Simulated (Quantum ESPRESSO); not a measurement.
# Magnetic state of NiS2 (Vaesite) from several starts, part 2 of 2

Does NiS2 (Vaesite) prefer parallel or opposed moments?

Quantum ESPRESSO 7.5; PBEsol with U = 6 eV on Ni d (ortho-atomic projectors); plane waves with GBRV 1.5 PBEsol potentials, no spin-orbit coupling.

So far, absolute magnetization (μB): step 2 (start 1: ferro ++++) 8.03.

### 3. Start 2: antiferro ++−−

Input file pw.in:

```
&CONTROL
  calculation = 'scf'
  prefix = 'pwscf'
  outdir = './tmp'
  pseudo_dir = './pseudo'
  disk_io = 'nowf'
/
&SYSTEM
  ibrav = 0
  nat = 12
  ntyp = 3
  ecutwfc = 40
  ecutrho = 280
  nbnd = 76
  occupations = 'smearing'
  smearing = 'fd'
  degauss = 0.00367493
  nspin = 2
  starting_magnetization(1) = 0.1111
  starting_magnetization(2) = -0.1111
  starting_magnetization(3) = 0
/
&ELECTRONS
  conv_thr = 2.4d-08
  electron_maxstep = 150
  mixing_beta = 0.3
/
ATOMIC_SPECIES
Ni1    58.6934 ni_pbesol_v1.4.uspp.F.UPF
Ni2    58.6934 ni_pbesol_v1.4.uspp.F.UPF
S      32.0600 s_pbesol_v1.4.uspp.F.UPF
CELL_PARAMETERS angstrom
   5.6873000000    0.0000000000    0.0000000000
   0.0000000000    5.6873000000    0.0000000000
   0.0000000000    0.0000000000    5.6873000000
ATOMIC_POSITIONS crystal
Ni1     0.0000000000    0.0000000000    0.0000000000
Ni1     0.5000000000    0.0000000000    0.5000000000
Ni2     0.5000000000    0.5000000000    0.0000000000
Ni2     0.0000000000    0.5000000000    0.5000000000
S       0.3955000000    0.3955000000    0.3955000000
S       0.1045000000    0.6045000000    0.8955000000
S       0.8955000000    0.1045000000    0.6045000000
S       0.6045000000    0.8955000000    0.1045000000
S       0.6045000000    0.6045000000    0.6045000000
S       0.8955000000    0.3955000000    0.1045000000
S       0.1045000000    0.8955000000    0.3955000000
S       0.3955000000    0.1045000000    0.8955000000
K_POINTS automatic
4 4 4 0 0 0
HUBBARD {ortho-atomic}
U Ni1-3d 6.0000
U Ni2-3d 6.0000
```

Command:

```
$ OMP_NUM_THREADS=1 mpirun -n 4 pw.x -nk 4 -in pw.in > pw.out
```

The program printed:

```text
[banner, memory and clock lines left out]
Program PWSCF v.7.5 starts

     Message from routine setup:
     using ibrav=0 with symmetry is DISCOURAGED, use correct ibrav instead

     bravais-lattice index     =            0
     lattice parameter (alat)  =      10.7474  a.u.
     unit-cell volume          =    1241.4094 (a.u.)^3
     number of atoms/cell      =           12
     number of atomic types    =            3
     number of electrons       =       120.00
     number of Kohn-Sham states=           76
     kinetic-energy cutoff     =      40.0000  Ry
     charge density cutoff     =     280.0000  Ry
     scf convergence threshold =      2.4E-08
     mixing beta               =       0.3000
     number of iterations used =            8  plain     mixing
     Exchange-correlation= SLA  PW   PSX  PSC
                           (   1   4  10   8   0   0   0)
     Hubbard projectors: ortho-atomic
     Hubbard parameters of DFT+U (Dudarev formulation) in eV:
     U(Ni1-3d) =  6.0000
     U(Ni2-3d) =  6.0000

     Internal variables: lda_plus_u =T, lda_plus_u_kind = 0

     Internal variables: orbital_resolved =F, hub_pot_fix =F, apply_U = F

     celldm(1)=  10.747439  celldm(2)=   0.000000  celldm(3)=   0.000000
     celldm(4)=   0.000000  celldm(5)=   0.000000  celldm(6)=   0.000000

     crystal axes: (cart. coord. in units of alat)
               a(1) = (   1.000000   0.000000   0.000000 )
               a(2) = (   0.000000   1.000000   0.000000 )
               a(3) = (   0.000000   0.000000   1.000000 )

     reciprocal axes: (cart. coord. in units 2 pi/alat)
               b(1) = (  1.000000  0.000000  0.000000 )
               b(2) = (  0.000000  1.000000  0.000000 )
               b(3) = (  0.000000  0.000000  1.000000 )

     PseudoPot. # 1 for Ni read from file:
     ni_pbesol_v1.4.uspp.F.UPF
     Pseudo is Ultrasoft + core correction, Zval = 18.0

     PseudoPot. # 2 for Ni read from file:
     ni_pbesol_v1.4.uspp.F.UPF
     Pseudo is Ultrasoft + core correction, Zval = 18.0

     PseudoPot. # 3 for S  read from file:
     s_pbesol_v1.4.uspp.F.UPF
     Pseudo is Ultrasoft + core correction, Zval =  6.0

     atomic species   valence    mass     pseudopotential
     Ni1              18.00    58.69340     Ni( 1.00)
     Ni2              18.00    58.69340     Ni( 1.00)
     S                 6.00    32.06000     S ( 1.00)

     Starting magnetic structure
     atomic species   magnetization
     Ni1             0.111
     Ni2            -0.111
     S               0.000

      4 Sym. Ops., with inversion, found ( 2 have fractional translation)

   Cartesian axes

     site n.     atom                  positions (alat units)
         1        Ni1    tau(   1) = (   0.0000000   0.0000000   0.0000000  )
         2        Ni1    tau(   2) = (   0.5000000   0.0000000   0.5000000  )
         3        Ni2    tau(   3) = (   0.5000000   0.5000000   0.0000000  )
         4        Ni2    tau(   4) = (   0.0000000   0.5000000   0.5000000  )
         5        S      tau(   5) = (   0.3955000   0.3955000   0.3955000  )
         6        S      tau(   6) = (   0.1045000   0.6045000   0.8955000  )
         7        S      tau(   7) = (   0.8955000   0.1045000   0.6045000  )
         8        S      tau(   8) = (   0.6045000   0.8955000   0.1045000  )
         9        S      tau(   9) = (   0.6045000   0.6045000   0.6045000  )
        10        S      tau(  10) = (   0.8955000   0.3955000   0.1045000  )
        11        S      tau(  11) = (   0.1045000   0.8955000   0.3955000  )
        12        S      tau(  12) = (   0.3955000   0.1045000   0.8955000  )

     number of k points=    30  Fermi-Dirac smearing, width (Ry)=  0.0037
                       cart. coord. in units 2pi/alat
        k(    1) = (   0.0000000   0.0000000   0.0000000), wk =   0.0156250
        k(    2) = (   0.0000000   0.0000000   0.2500000), wk =   0.0312500
        k(    3) = (   0.0000000   0.0000000  -0.5000000), wk =   0.0156250
        k(    4) = (   0.0000000   0.2500000   0.2500000), wk =   0.0625000
        k(    5) = (   0.0000000   0.2500000  -0.5000000), wk =   0.0312500
        [... 25 further k-points ...]

     Dense  grid:    98289 G-vectors     FFT dimensions: (  60,  60,  60)

     Smooth grid:    42499 G-vectors     FFT dimensions: (  48,  45,  48)

     Check: negative core charge=   -0.000007
     Generating pointlists ...
     new r_m :   0.1742 (alat units)  1.8718 (a.u.) for type    1
     new r_m :   0.1742 (alat units)  1.8718 (a.u.) for type    2
     new r_m :   0.1493 (alat units)  1.6049 (a.u.) for type    3

     Initial potential from superposition of free atoms

     starting charge     111.9997, renormalised to     120.0000

     STARTING HUBBARD OCCUPATIONS:

     =================== HUBBARD OCCUPATIONS ===================
     ------------------------ ATOM    1 ------------------------
     Tr[ns(  1)] (up, down, total) =   5.00000  3.00000  8.00000
     Atomic magnetic moment for atom   1 =   2.00000
     [... lines left out ...]
     ------------------------ ATOM    2 ------------------------
     Tr[ns(  2)] (up, down, total) =   5.00000  3.00000  8.00000
     Atomic magnetic moment for atom   2 =   2.00000
     [... lines left out ...]
     ------------------------ ATOM    3 ------------------------
     Tr[ns(  3)] (up, down, total) =   3.00000  5.00000  8.00000
     Atomic magnetic moment for atom   3 =  -2.00000
     [... lines left out ...]
     ------------------------ ATOM    4 ------------------------
     Tr[ns(  4)] (up, down, total) =   3.00000  5.00000  8.00000
     Atomic magnetic moment for atom   4 =  -2.00000
     [... lines left out ...]
     Number of occupied Hubbard levels =   32.0000

     Atomic wfc used for Hubbard projectors are orthogonalized

     Starting wfcs are   84 randomized atomic wfcs

     Self-consistent Calculation

     iteration #  1     ecut=    40.00 Ry     beta= 0.30
     Davidson diagonalization with overlap
     ethr =  1.00E-02,  avg # of iterations =  5.5

     =================== HUBBARD OCCUPATIONS ===================
     ------------------------ ATOM    1 ------------------------
     Tr[ns(  1)] (up, down, total) =   1.76286  0.52902  2.29189
     Atomic magnetic moment for atom   1 =   1.23384
     [... lines left out ...]
     ------------------------ ATOM    2 ------------------------
     Tr[ns(  2)] (up, down, total) =   1.76286  0.52902  2.29189
     Atomic magnetic moment for atom   2 =   1.23384
     [... lines left out ...]
     ------------------------ ATOM    3 ------------------------
     Tr[ns(  3)] (up, down, total) =   0.52849  1.76231  2.29080
     Atomic magnetic moment for atom   3 =  -1.23382
     [... lines left out ...]
     ------------------------ ATOM    4 ------------------------
     Tr[ns(  4)] (up, down, total) =   0.52849  1.76231  2.29080
     Atomic magnetic moment for atom   4 =  -1.23382
     [... lines left out ...]
     Number of occupied Hubbard levels =    9.1654

     total energy              =   -1509.13490324 Ry
     estimated scf accuracy    <     156.52041903 Ry

     total magnetization       =    -0.00 Bohr mag/cell
     absolute magnetization    =     5.83 Bohr mag/cell

     iteration #  2     ecut=    40.00 Ry     beta= 0.30
     Davidson diagonalization with overlap
     ethr =  1.00E-02,  avg # of iterations =  3.0

     total energy              =   -1561.01271726 Ry
     estimated scf accuracy    <      81.28890179 Ry

     total magnetization       =     0.00 Bohr mag/cell
     absolute magnetization    =     0.50 Bohr mag/cell

     [... further iterations left out ...]

     iteration # 24     ecut=    40.00 Ry     beta= 0.30
     Davidson diagonalization with overlap
     ethr =  4.44E-11,  avg # of iterations =  3.7

     total energy              =   -1564.04680590 Ry
     estimated scf accuracy    <       0.00000003 Ry

     total magnetization       =     0.00 Bohr mag/cell
     absolute magnetization    =     6.87 Bohr mag/cell

     iteration # 25     ecut=    40.00 Ry     beta= 0.30
     Davidson diagonalization with overlap
     ethr =  2.41E-11,  avg # of iterations =  2.1

     Magnetic moment per site  (integrated on atomic sphere of radius R)
     atom   1 (R=0.174)  charge= 16.3496  magn=  1.4423
     atom   2 (R=0.174)  charge= 16.3496  magn=  1.4423
     atom   3 (R=0.174)  charge= 16.3496  magn= -1.4423
     atom   4 (R=0.174)  charge= 16.3496  magn= -1.4423
     atom   5 (R=0.149)  charge=  3.0671  magn= -0.0417
     atom   6 (R=0.149)  charge=  3.0671  magn= -0.0417
     atom   7 (R=0.149)  charge=  3.0671  magn=  0.0417
     atom   8 (R=0.149)  charge=  3.0671  magn=  0.0417
     atom   9 (R=0.149)  charge=  3.0671  magn= -0.0417
     atom  10 (R=0.149)  charge=  3.0671  magn= -0.0417
     atom  11 (R=0.149)  charge=  3.0671  magn=  0.0417
     atom  12 (R=0.149)  charge=  3.0671  magn=  0.0417

     End of self-consistent calculation

     =================== HUBBARD OCCUPATIONS ===================
     ------------------------ ATOM    1 ------------------------
     Tr[ns(  1)] (up, down, total) =   4.93241  3.50916  8.44157
     Atomic magnetic moment for atom   1 =   1.42326
     [... lines left out ...]
     ------------------------ ATOM    2 ------------------------
     Tr[ns(  2)] (up, down, total) =   4.93241  3.50916  8.44157
     Atomic magnetic moment for atom   2 =   1.42326
     [... lines left out ...]
     ------------------------ ATOM    3 ------------------------
     Tr[ns(  3)] (up, down, total) =   3.50914  4.93241  8.44155
     Atomic magnetic moment for atom   3 =  -1.42327
     [... lines left out ...]
     ------------------------ ATOM    4 ------------------------
     Tr[ns(  4)] (up, down, total) =   3.50914  4.93241  8.44155
     Atomic magnetic moment for atom   4 =  -1.42327
     [... lines left out ...]
     Number of occupied Hubbard levels =   33.7662

     [... lines left out ...]
     the Fermi energy is    11.1182 ev

!    total energy              =   -1564.04680597 Ry
     estimated scf accuracy    <       0.00000002 Ry
     smearing contrib. (-TS)   =      -0.00004186 Ry
     internal energy E=F+TS    =   -1564.04676411 Ry

     The total energy is F=E-TS. E is the sum of the following terms:
     one-electron contribution =   -1138.18104489 Ry
     hartree contribution      =     624.70998465 Ry
     xc contribution           =    -208.02787435 Ry
     ewald contribution        =    -843.03265995 Ry
     Hubbard energy            =       0.48483043 Ry

     total magnetization       =    -0.00 Bohr mag/cell
     absolute magnetization    =     6.87 Bohr mag/cell

     convergence has been achieved in  25 iterations
```

Elapsed: 5.3 min, on 4 MPI ranks of Arm Neoverse V2, shared host; peak memory 1.3 GiB; 21 min of CPU time.

Spin moment in the atom's sphere by atom:

| atom | spin moment in the atom's sphere (μB) |
| --- | --- |
| Ni1 | 1.44 |
| Ni2 | 1.44 |
| Ni3 | -1.44 |
| Ni4 | -1.44 |
| S5 | -0.04 |
| S6 | -0.04 |
| S7 | 0.04 |
| S8 | 0.04 |
| S9 | -0.04 |
| S10 | -0.04 |
| S11 | 0.04 |
| S12 | 0.04 |

This step gave:

```yaml
smearing_term_ts: 5.70e-4 eV
magnetization: 0 μB
absolute_magnetization: 6.867 μB
final_state: antiferromagnetic
```

### 4. Run 3, typed as ferri +++−

Edit pw.in of step 3 so:

```diff
@@ -13,3 +13,3 @@
   ecutrho = 280
-  nbnd = 76
+  nbnd = 78
   occupations = 'smearing'
@@ -38,3 +38,3 @@
 Ni1     0.5000000000    0.0000000000    0.5000000000
-Ni2     0.5000000000    0.5000000000    0.0000000000
+Ni1     0.5000000000    0.5000000000    0.0000000000
 Ni2     0.0000000000    0.5000000000    0.5000000000
```

The program printed:

```text
     [... lines left out ...]
Program PWSCF v.7.5 starts
     [... lines left out ...]
     number of atoms/cell      =           12
     [... lines left out ...]
     number of electrons       =       120.00
     number of Kohn-Sham states=           78
     kinetic-energy cutoff     =      40.0000  Ry
     charge density cutoff     =     280.0000  Ry
     scf convergence threshold =      2.4E-08
     [... lines left out ...]
      6 Sym. Ops., with inversion, found ( 4 have fractional translation)
     [... lines left out ...]
     number of k points=    14  Fermi-Dirac smearing, width (Ry)=  0.0037
     [... lines left out ...]
     iteration # 25     ecut=    40.00 Ry     beta= 0.30
     [... lines left out ...]
     Magnetic moment per site  (integrated on atomic sphere of radius R)
     atom   1 (R=0.174)  charge= 16.3420  magn=  1.4756
     atom   2 (R=0.174)  charge= 16.3420  magn=  1.4756
     atom   3 (R=0.174)  charge= 16.3420  magn=  1.4756
     atom   4 (R=0.174)  charge= 16.3535  magn= -1.4136
     atom   5 (R=0.149)  charge=  3.0669  magn=  0.0510
     atom   6 (R=0.149)  charge=  3.0669  magn=  0.0510
     atom   7 (R=0.149)  charge=  3.0669  magn=  0.0510
     atom   8 (R=0.149)  charge=  3.0712  magn=  0.1271
     atom   9 (R=0.149)  charge=  3.0669  magn=  0.0510
     atom  10 (R=0.149)  charge=  3.0669  magn=  0.0510
     atom  11 (R=0.149)  charge=  3.0669  magn=  0.0510
     atom  12 (R=0.149)  charge=  3.0712  magn=  0.1271
     [... lines left out ...]
     Tr[ns(  1)] (up, down, total) =   4.93879  3.48802  8.42680
     [... lines left out ...]
     Tr[ns(  2)] (up, down, total) =   4.93879  3.48802  8.42680
     [... lines left out ...]
     Tr[ns(  3)] (up, down, total) =   4.93879  3.48802  8.42680
     [... lines left out ...]
     Tr[ns(  4)] (up, down, total) =   3.52467  4.92611  8.45078
     [... lines left out ...]
     the Fermi energy is    11.0664 ev
!    total energy              =   -1564.04231839 Ry
     estimated scf accuracy    <       0.00000001 Ry
     smearing contrib. (-TS)   =      -0.00007652 Ry
     [... lines left out ...]
     total magnetization       =     4.00 Bohr mag/cell
     absolute magnetization    =     7.19 Bohr mag/cell
     convergence has been achieved in  25 iterations
```

It took 2.8 min on 4 MPI ranks; peak memory 1 GiB.

Spin moment in the atom's sphere by atom:

| atom | spin moment in the atom's sphere (μB) |
| --- | --- |
| Ni1 | 1.48 |
| Ni2 | 1.48 |
| Ni3 | 1.48 |
| Ni4 | -1.41 |
| S5 | 0.05 |
| S6 | 0.05 |
| S7 | 0.05 |
| S8 | 0.13 |
| S9 | 0.05 |
| S10 | 0.05 |
| S11 | 0.05 |
| S12 | 0.13 |

Numbers from this step:

| Item | Value |
| --- | --- |
| smearing term TS | 0.001041 eV |
| magnetization | 3.996 μB |
| absolute magnetization | 7.188 μB |
| final state | ferrimagnetic |

### 5. Ranking

An order is kept where moments of 0.15 μB or more survive with the typed signs; meshes match where a doubled cell samples the same k points as the first cell.

Ferrimagnetic means that a moment over 0.15 μB on a transition or rare-earth metal, induced ones included, opposes the net moment. Orders:

| start | final state | typed order kept | energy over the lowest (meV a seeded atom) | largest site moment (μB) | net moment (μB a cell of the first run) | mesh matched | CPU time (s) |
| --- | --- | --- | --- | --- | --- | --- | --- |
| ferro ++++ | ferromagnetic | yes | 62.11 | 1.509 | 7.931 | yes | 819.5 |
| antiferro ++-- | antiferromagnetic | yes | 0 | 1.442 | 0 | yes | 1277 |
| ferri +++- | ferrimagnetic | yes | 15.26 | 1.476 | 3.996 | yes | 672.8 |

### 6. Occupations of the corrected shells in the lowest state

Occupations of the Hubbard shells:

| block | type | shell | spin | electrons | occupation numbers |
| --- | --- | --- | --- | --- | --- |
| 1 | Ni1 | 3d | up | 4.932 | 0.983 0.984 0.987 0.989 0.990 |
| 1 | Ni1 | 3d | down | 3.509 | 0.282 0.299 0.973 0.974 0.980 |
| 2 | Ni1 | 3d | up | 4.932 | 0.983 0.984 0.987 0.989 0.990 |
| 2 | Ni1 | 3d | down | 3.509 | 0.282 0.299 0.973 0.974 0.980 |
| 3 | Ni2 | 3d | up | 3.509 | 0.282 0.299 0.973 0.974 0.980 |
| 3 | Ni2 | 3d | down | 4.932 | 0.983 0.984 0.987 0.989 0.990 |
| 4 | Ni2 | 3d | up | 3.509 | 0.282 0.299 0.973 0.974 0.980 |
| 4 | Ni2 | 3d | down | 4.932 | 0.983 0.984 0.987 0.989 0.990 |

### 7. What came out

```json
{"lowest state found": "antiferromagnetic (from antiferro ++--)", "largest site moment": "1.44 μB", "next state with moments": "ferrimagnetic, 15.3 meV a seeded atom higher"}
```

In words: This is the lowest of 3 collinear or spinless starts, no proof of the ground state.

[Logs and program files are shortened in this print: banners, set-up blocks, solver, clock and traceback lines can be left out without a mark of their own.]

[Logs are printed without paths, hosts, clocks, repeated set-up lines and the standing remarks that a program may print on its own settings, such as how far it seeks lower states.]

[Hosts, paths, dates, database ids (printed as entryN), source tags and the programs' standing remarks are cut or masked in the printed files.]

[Where a cell is said to come from a database of computed structures, the database is the Materials Project.]
